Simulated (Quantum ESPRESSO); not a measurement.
**Ti (P6_3/mmc): coupling and resistivity with EPW**

Wanted: λ, Tc and ρ(T) of Ti (P6_3/mmc) from Quantum ESPRESSO and EPW.

Calculated with Quantum ESPRESSO 7.5; DFT PBE, scalar-relativistic, plane waves, PseudoDojo 0.4.1 norm-conserving pseudopotentials.

**Measured values to reproduce.**

For Ti (bulk crystal), “CRC Handbook of Chemistry and Physics, 84th edition, Electrical Resistivity of Pure Metals” (2003, CRC Press, section 12, read from Wikipedia's data page) quotes earlier work: resistivity at 273 K 39 μΩ cm.

For Ti (bulk crystal), “Specific Heats and Enthalpies of Technical Solids at Low Temperatures” (1960, NBS Monograph 21, table 3) quotes earlier work: Sommerfeld coefficient γ (electronic heat capacity coefficient, an early compilation) 3.4 mJ/(mol K²).

Report form: the programs' logs are mostly left out.

### 1. Set-up

It takes space group P6_3/mmc (No. 194, hexagonal). The conventional cell has a = 2.950 Å, b = 2.950 Å, c = 4.680 Å, α = 90.00°, β = 90.00°, γ = 120.00°. Nearest to Ti lie 12 Ti at 2.89 to 2.95 Å.

### 2. Relaxation

The cell is relaxed under the functional used for all that follows.

relax.in

```
&CONTROL
  calculation   = 'vc-relax'
  prefix        = 'x'
  outdir        = './tmp'
  pseudo_dir    = './pseudo'
  tprnfor       = .true.
  tstress       = .true.
  etot_conv_thr = 1.0d-05
  forc_conv_thr = 4.0d-04
/
&SYSTEM
  ibrav       = 0
  nat         = 2
  ntyp        = 1
  ecutwfc     = 84.0
  occupations = 'smearing'
  smearing    = 'mv'
  degauss     = 0.02
/
&ELECTRONS
  conv_thr = 1.0d-11
/
&IONS
/
&CELL
  press_conv_thr = 0.4
/
ATOMIC_SPECIES
 Ti     47.8670  Ti.upf
CELL_PARAMETERS angstrom
     2.950000000    0.000000000    0.000000000
    -1.475000000    2.554774941    0.000000000
     0.000000000    0.000000000    4.680000000
ATOMIC_POSITIONS crystal
 Ti     0.333333333   0.666666667   0.250000000
 Ti     0.666666667   0.333333333   0.750000000
K_POINTS automatic
 9 9 6 0 0 0
```

Started as:

```sh
$ OMP_NUM_THREADS=1 mpirun -n 8 pw.x -nk 8 -in relax.in > relax.out
```

It took 42 s on 8 MPI ranks of Arm Neoverse V1, shared host.

This step gave:

- free energy: -3230.2808 eV
- pressure: 0.008333 GPa
- volume per atom: 17.39 Å³/atom

The volume ends at 17.39 Å³ an atom, -1.4 % from the start.

### 3. Ground state

Linear response needs a tightly converged ground state.

scf.in

```
&CONTROL
  calculation = 'scf'
  prefix      = 'x'
  outdir      = './tmp'
  pseudo_dir  = './pseudo'
  tprnfor     = .true.
  tstress     = .true.
/
&SYSTEM
  ibrav       = 0
  nat         = 2
  ntyp        = 1
  ecutwfc     = 84.0
  occupations = 'smearing'
  smearing    = 'mv'
  degauss     = 0.02
/
&ELECTRONS
  conv_thr = 1.0d-12
/
ATOMIC_SPECIES
 Ti     47.8670  Ti.upf
CELL_PARAMETERS angstrom
     2.941515900    0.000000000    0.000000000
    -1.470757900    2.547427500    0.000000000
     0.000000000    0.000000000    4.642335400
ATOMIC_POSITIONS crystal
 Ti     0.333333300   0.666666700   0.250000000
 Ti     0.666666700   0.333333300   0.750000000
K_POINTS automatic
 9 9 6 0 0 0
```

Started as:

```sh
$ OMP_NUM_THREADS=1 mpirun -n 8 pw.x -nk 8 -in scf.in > scf.out
```

Elapsed: 11 s, on 8 MPI ranks.

This step gave:

```yaml
fermi_energy: 13.37 eV
```

The Fermi level lies at 13.37 eV and the pressure is 0.0083 GPa.

### 4. Phonons on the coarse mesh

ph.x gives the dynamical matrices and the changes of the potential on a coarse q mesh, which EPW interpolates.

ph.in

```
phonons
&INPUTPH
  prefix       = 'x'
  outdir       = './tmp'
  tr2_ph       = 1.0d-14
  fildyn       = 'x.dyn'
  fildvscf     = 'dvscf'
  ldisp        = .true.
  nq1          = 3
  nq2          = 3
  nq3          = 2
  alpha_mix(1) = 0.5
  amass(1)     = 47.867
/
```

Started as:

```sh
$ OMP_NUM_THREADS=1 mpirun -n 8 ph.x -nk 8 -in ph.in > ph.out
```

Run time: 29 min. Hardware: 8 MPI ranks.

This step gave:

```
lowest frequency off the zone centre                                            : 74.98 cm⁻¹
largest magnitude of the acoustic modes at the zone centre, before the sum rule : 10.11 cm⁻¹
```

Frequencies at the irreducible wavevectors:

| q1 | q2 | q3 | star | mode 1 (cm⁻¹) | mode 2 (cm⁻¹) | mode 3 (cm⁻¹) | mode 4 (cm⁻¹) | mode 5 (cm⁻¹) | mode 6 (cm⁻¹) |
| --- | --- | --- | --- | --- | --- | --- | --- | --- | --- |
| 0 | 0 | 0 | 1 | 5.3 | 10.1 | 10.1 | 132.9 | 132.9 | 191.3 |
| 0 | 0 | -0.5 | 1 | 96.8 | 96.8 | 96.8 | 96.8 | 189.1 | 189.1 |
| 0 | 0.3333 | 0 | 6 | 93.8 | 113 | 202.9 | 204.3 | 214.4 | 242.8 |
| 0 | 0.3333 | -0.5 | 6 | 162.9 | 162.9 | 165.7 | 165.7 | 254.5 | 254.5 |
| 0.3333 | 0.3333 | 0 | 2 | 175 | 175 | 200.5 | 200.5 | 222.2 | 281.4 |
| 0.3333 | 0.3333 | -0.5 | 2 | 75 | 75 | 250.7 | 250.7 | 264.6 | 264.6 |

The lowest mode off the zone centre lies at 75.0 cm⁻¹ and the highest of all solved modes at 281 cm⁻¹, so the solved wavevectors are stable. The acoustic modes at the centre lie within 10 cm⁻¹ of zero before the sum rule is imposed.

### 5. Bands for the check

Bands on a path serve later as the test of the Wannier interpolation; inside the frozen window, points that lie on the coarse mesh match by construction, and those between them test it.

bands.in

```
&CONTROL
  calculation = 'bands'
  prefix      = 'x'
  outdir      = './tmp'
  pseudo_dir  = './pseudo'
  verbosity   = 'high'
/
&SYSTEM
  ibrav       = 0
  nat         = 2
  ntyp        = 1
  ecutwfc     = 84.0
  occupations = 'smearing'
  smearing    = 'mv'
  degauss     = 0.02
  nbnd        = 54
/
&ELECTRONS
  conv_thr = 1.0d-10
/
ATOMIC_SPECIES
 Ti     47.8670  Ti.upf
CELL_PARAMETERS angstrom
     2.941515900    0.000000000    0.000000000
    -1.470757900    2.547427500    0.000000000
     0.000000000    0.000000000    4.642335400
ATOMIC_POSITIONS crystal
 Ti     0.333333300   0.666666700   0.250000000
 Ti     0.666666700   0.333333300   0.750000000
K_POINTS crystal
47
 0.00000000 0.00000000 0.00000000 0.02127660
 0.04545455 0.00000000 0.00000000 0.02127660
 0.09090909 0.00000000 0.00000000 0.02127660
 0.13636364 0.00000000 0.00000000 0.02127660
[the list of k-points goes on]
```

Started as:

```sh
$ OMP_NUM_THREADS=1 mpirun -n 8 pw.x -nk 8 -in bands.in > bands.out
```

Elapsed: 14 s, on 8 MPI ranks.

### 6. States on the coarse mesh

Wannier functions need the states on a full uniform k mesh, and the couplings need it to be a multiple of the q mesh.

nscf.in

```
&CONTROL
  calculation = 'nscf'
  prefix      = 'x'
  outdir      = './tmp'
  pseudo_dir  = './pseudo'
  verbosity   = 'high'
/
&SYSTEM
  ibrav       = 0
  nat         = 2
  ntyp        = 1
  ecutwfc     = 84.0
  occupations = 'smearing'
  smearing    = 'mv'
  degauss     = 0.02
  nbnd        = 54
/
&ELECTRONS
  conv_thr = 1.0d-11
/
ATOMIC_SPECIES
 Ti     47.8670  Ti.upf
CELL_PARAMETERS angstrom
     2.941515900    0.000000000    0.000000000
    -1.470757900    2.547427500    0.000000000
     0.000000000    0.000000000    4.642335400
ATOMIC_POSITIONS crystal
 Ti     0.333333300   0.666666700   0.250000000
 Ti     0.666666700   0.333333300   0.750000000
K_POINTS crystal
486
 0.00000000 0.00000000 0.00000000 0.00205761
 0.00000000 0.00000000 0.16666667 0.00205761
 0.00000000 0.00000000 0.33333333 0.00205761
 0.00000000 0.00000000 0.50000000 0.00205761
[the list of k-points goes on]
```

Started as:

```sh
$ OMP_NUM_THREADS=1 mpirun -n 8 pw.x -nk 8 -in nscf.in > nscf.out
```

It took 2.5 min on 8 MPI ranks.

### 7. Wannier functions and couplings

Projections Ti s, p, d start 18 Wannier functions; states up to 2.5 eV over the Fermi level are frozen, and the projected functions are kept without the localisation step. Hamiltonian, force constants and couplings go to real space.

epw1.in

```
--
&INPUTEPW
  prefix        = 'x'
  outdir        = './tmp'
  dvscf_dir     = './save'
  elph          = .true.
  etf_mem       = 1
  nbndsub       = 18
  bands_skipped = 'exclude_bands = 1-8'
  use_ws        = .true.
  vme           = 'wannier'
  asr_typ       = 'crystal'
  nk1           = 9
  nk2           = 9
  nk3           = 6
  nq1           = 3
  nq2           = 3
  nq3           = 2
  amass(1)      = 47.867
  epwwrite      = .true.
  epwread       = .false.
  wannierize    = .true.
  num_iter      = 0
  dis_win_max   = 53.37
  dis_froz_max  = 15.87
  proj(1)       = 'Ti:s;p;d'
  wdata(1)      = 'dis_num_iter = 600'
  wdata(2)      = 'guiding_centres = .true.'
  wdata(3)      = 'num_print_cycles = 50'
  wdata(4)      = 'dis_mix_ratio = 0.7'
  band_plot     = .true.
  filkf         = 'path.dat'
  filqf         = 'path.dat'
  fsthick       = 100.0
  efermi_read   = .true.
  fermi_energy  = 13.3698
/
```

Started as:

```sh
$ OMP_NUM_THREADS=1 mpirun -n 8 epw.x -nk 8 -in epw1.in > epw1.out
```

It took 15 min on 8 MPI ranks.

Numbers from this step:

```
r.m.s. error of the interpolated bands from 2 eV under to 1 eV over the Fermi level : 1.6 meV
largest error in that range                                                         : 10.7 meV
lowest interpolated frequency on the path                                           : 0 cm⁻¹
```

The electronic bands at the labelled points (eV, zero at the Fermi level; # counts the bands kept):

| point | #1 | #2 | #3 | #4 | #5 | #6 | #7 | #8 |
| --- | --- | --- | --- | --- | --- | --- | --- | --- |
| Γ | -6.17 | -2.66 | 0.80 | 0.80 | 0.80 | 0.94 | 1.30 | 1.30 |
| 0.45 of the way | -4.83 | -1.81 | -0.73 | -0.31 | 0.79 | 1.05 | 1.14 | 1.75 |
| M | -2.33 | -2.14 | -1.82 | -0.63 | 0.49 | 0.66 | 1.22 | 3.36 |
| halfway | -1.95 | -1.76 | -1.74 | -0.92 | 0.30 | 0.53 | 1.32 | 3.16 |
| K | -1.67 | -1.38 | -1.38 | -1.29 | 0.25 | 0.25 | 1.54 | 3.10 |
| halfway | -4.10 | -1.45 | -1.09 | -0.75 | 0.56 | 0.76 | 1.20 | 1.92 |
| Γ | -6.17 | -2.66 | 0.80 | 0.80 | 0.80 | 0.94 | 1.30 | 1.30 |
| halfway | -5.65 | -3.00 | 0.18 | 0.64 | 0.64 | 0.66 | 1.05 | 1.05 |
| A | -4.31 | -4.31 | 0.12 | 0.12 | 0.69 | 0.69 | 0.69 | 0.69 |
| 0.45 of the way | -3.28 | -3.28 | -0.45 | -0.45 | 0.46 | 0.46 | 1.33 | 1.33 |
| L | -2.52 | -2.52 | -0.79 | -0.79 | 1.33 | 1.33 | 1.75 | 1.75 |

The same for Wannier interpolation:

| point | #1 | #2 | #3 | #4 | #5 | #6 | #7 | #8 |
| --- | --- | --- | --- | --- | --- | --- | --- | --- |
| Γ | -6.17 | -2.66 | 0.80 | 0.80 | 0.80 | 0.94 | 1.30 | 1.30 |
| M | -2.33 | -2.14 | -1.82 | -0.62 | 0.49 | 0.66 | 1.22 | 3.48 |
| K | -1.67 | -1.38 | -1.38 | -1.29 | 0.25 | 0.25 | 1.54 | 3.14 |
| Γ | -6.17 | -2.66 | 0.80 | 0.80 | 0.80 | 0.94 | 1.30 | 1.30 |
| A | -4.31 | -4.31 | 0.12 | 0.12 | 0.69 | 0.69 | 0.69 | 0.69 |
| L | -2.52 | -2.52 | -0.79 | -0.79 | 1.33 | 1.33 | 1.75 | 1.75 |

The phonon branches at the labelled points (cm⁻¹):

| point | branch 1 | branch 2 | branch 3 | branch 4 | branch 5 | branch 6 |
| --- | --- | --- | --- | --- | --- | --- |
| Γ | 0 | 0 | 0 | 132 | 132 | 191 |
| 0.45 of the way | 74 | 82 | 149 | 184 | 200 | 208 |
| M | 103 | 137 | 202 | 235 | 246 | 258 |
| halfway | 145 | 149 | 195 | 215 | 246 | 269 |
| K | 175 | 175 | 200 | 200 | 222 | 281 |
| halfway | 102 | 120 | 150 | 202 | 218 | 225 |
| Γ | 0 | 0 | 0 | 132 | 132 | 191 |
| halfway | 53 | 53 | 119 | 123 | 123 | 200 |
| A | 96 | 96 | 96 | 96 | 189 | 189 |
| 0.45 of the way | 142 | 142 | 148 | 148 | 226 | 226 |
| L | 169 | 169 | 179 | 179 | 275 | 275 |

Near the Fermi level the interpolated bands miss those of pw.x by 2 meV r.m.s. and 11 meV at most, each level matched to the nearest interpolated one; the r.m.s. value is under the 60 meV set for going on.

### 8. Coupling and Tc: fine k 16×16×8, q 8×8×4, width 0.15 eV, window 0.61 eV

The couplings are interpolated to a fine mesh near the Fermi level; their sum gives α²F and λ, and the linearised gap equation gives Tc.

a2f-1.in

```
--
&INPUTEPW
  prefix           = 'x'
  outdir           = './tmp'
  dvscf_dir        = './save'
  elph             = .true.
  etf_mem          = 1
  nbndsub          = 18
  bands_skipped    = 'exclude_bands = 1-8'
  use_ws           = .true.
  vme              = 'wannier'
  asr_typ          = 'crystal'
  nk1              = 9
  nk2              = 9
  nk3              = 6
  nq1              = 3
  nq2              = 3
  nq3              = 2
  amass(1)         = 47.867
  epwwrite         = .false.
  epwread          = .true.
  wannierize       = .false.
  nkf1             = 16
  nkf2             = 16
  nkf3             = 8
  nqf1             = 8
  nqf2             = 8
  nqf3             = 4
  mp_mesh_k        = .true.
  ephwrite         = .true.
  eliashberg       = .true.
  liso             = .true.
  limag            = .true.
  tc_linear        = .true.
  tc_linear_solver = 'lapack'
  fsthick          = 0.61
  degaussw         = 0.15
  degaussq         = 0.5
  nqstep           = 500
  muc              = 0.13
  wscut            = 0.3
  nsiter           = 500
  nstemp           = 7
  temps            = 0.5 1.0 2.0 4.0 8.0 16.0 32.0
/
```

Started as:

```sh
$ OMP_NUM_THREADS=1 mpirun -n 8 epw.x -nk 8 -in a2f-1.in > a2f-1.out
```

It took 100 s on 8 MPI ranks; 13 min of CPU time.

This step gave:

```
coupling constant λ                  : 0.7366
log mean phonon energy ħω_log        : 17.76 meV
density of states at the Fermi level : 1.028 states/eV a spin and cell
Fermi level on the fine mesh         : 13.41 eV
```

The a2F has structure finer than the step of the table below, so its rows give means over 1 meV, whole bins alone (the curve runs from 0.076 to 37.7 meV). Peaks (meV: height): 10.4: 0.400, 14.3: 0.647, 15.5: 0.526, 17.0: 0.416, 24.6: 0.388, 30.7: 0.468, 32.5: 0.449.

A2F against phonon energy; means over each step:

| phonon energy (meV) | a2F |
| --- | --- |
| 3 | 0 |
| 4 | 2.7e-4 |
| 5 | 0.0244 |
| 6 | 0.0335 |
| 7 | 0.00469 |
| 8 | 0.00369 |
| 9 | 0.0439 |
| 10 | 0.236 |
| 11 | 0.175 |
| 12 | 0.197 |
| 13 | 0.174 |
| 14 | 0.518 |
| 15 | 0.469 |
| 16 | 0.350 |
| 17 | 0.351 |
| 18 | 0.192 |
| 19 | 0.128 |
| 20 | 0.241 |
| 21 | 0.137 |
| 22 | 0.293 |
| 23 | 0.279 |
| 24 | 0.264 |
| 25 | 0.352 |
| 26 | 0.282 |
| 27 | 0.269 |
| 28 | 0.267 |
| 29 | 0.269 |
| 30 | 0.335 |
| 31 | 0.417 |
| 32 | 0.374 |
| 33 | 0.303 |
| 34 | 0.0881 |
| 35 | 0.00980 |
| 36 | 3.7e-5 |

Tc lies where the eigenvalue is 1; mu* = 0.13. Eigenvalue against temperature:

| T (K) | largest eigenvalue of the linearised gap equation |
| --- | --- |
| 0.5 | 2.634 |
| 1 | 2.222 |
| 2 | 1.813 |
| 4 | 1.409 |
| 8 | 1.01 |
| 16 | 0.6256 |
| 32 | 0.2826 |

λ = 0.737 and ħω_log = 17.8 meV. The eigenvalue passes 1 near 8.2 K.

### 9. Resistivity: fine k 20×20×10, q 10×10×5, adaptive width, window 0.32 eV

The Boltzmann equation is solved by iteration on a fine mesh; only states within the window around the Fermi level enter.

bte-1.in

```
--
&INPUTEPW
  prefix        = 'x'
  outdir        = './tmp'
  dvscf_dir     = './save'
  elph          = .true.
  etf_mem       = 1
  nbndsub       = 18
  bands_skipped = 'exclude_bands = 1-8'
  use_ws        = .true.
  vme           = 'wannier'
  asr_typ       = 'crystal'
  nk1           = 9
  nk2           = 9
  nk3           = 6
  nq1           = 3
  nq2           = 3
  nq3           = 2
  amass(1)      = 47.867
  epwwrite      = .false.
  epwread       = .true.
  wannierize    = .false.
  nkf1          = 20
  nkf2          = 20
  nkf3          = 10
  nqf1          = 10
  nqf2          = 10
  nqf3          = 5
  mp_mesh_k     = .true.
  scattering    = .true.
  iterative_bte = .true.
  epmatkqread   = .false.
  assume_metal  = .true.
  int_mob       = .false.
  carrier       = .false.
  ngaussw       = -99
  mob_maxiter   = 200
  broyden_beta  = 0.7
  fsthick       = 0.32
  degaussw      = 0.0
  nstemp        = 6
  temps         = 150 200 273 300 400 500
  restart       = .false.
  selecqread    = .false.
/
```

Started as:

```sh
$ OMP_NUM_THREADS=1 mpirun -n 8 epw.x -nk 8 -in bte-1.in > bte-1.out
```

Elapsed: 2.3 min, on 8 MPI ranks.

Numbers from this step:

```yaml
iterations: 19
resistivity_at_300_k: 52.40 μΩ cm
```

Resistivity, by row:

| T (K) | rho_xx (μΩ cm) | rho_yy | rho_zz | relaxation-time approximation, mean of the axes (μΩ cm) |
| --- | --- | --- | --- | --- |
| 150 | 26.86 | 26.86 | 36.26 | 27.8 |
| 200 | 32.51 | 32.51 | 44.55 | 33.88 |
| 273 | 42.94 | 42.94 | 57.91 | 44.48 |
| 300 | 47.02 | 47.02 | 63.15 | 48.64 |
| 400 | 62.39 | 62.39 | 83.57 | 64.53 |
| 500 | 77.92 | 77.92 | 105.4 | 81.01 |

ρ(300 K) = 52.4 μΩ cm, mean of the axes; the relaxation-time start gave 48.6. One mesh does not show convergence. The largest adaptive width printed is 0.22 eV, against a window of 0.32 eV outside which no state is counted.

[end of part 1 of 2]

[The logs of pw.x and epw.x are selected lines.]

[Logs are printed without paths, hosts, clocks, repeated set-up lines and the standing remarks that a program may print on its own settings, such as how far it seeks lower states.]

[Hosts, paths, dates, database ids (printed as entryN), source tags and the programs' standing remarks are cut or masked in the printed files.]
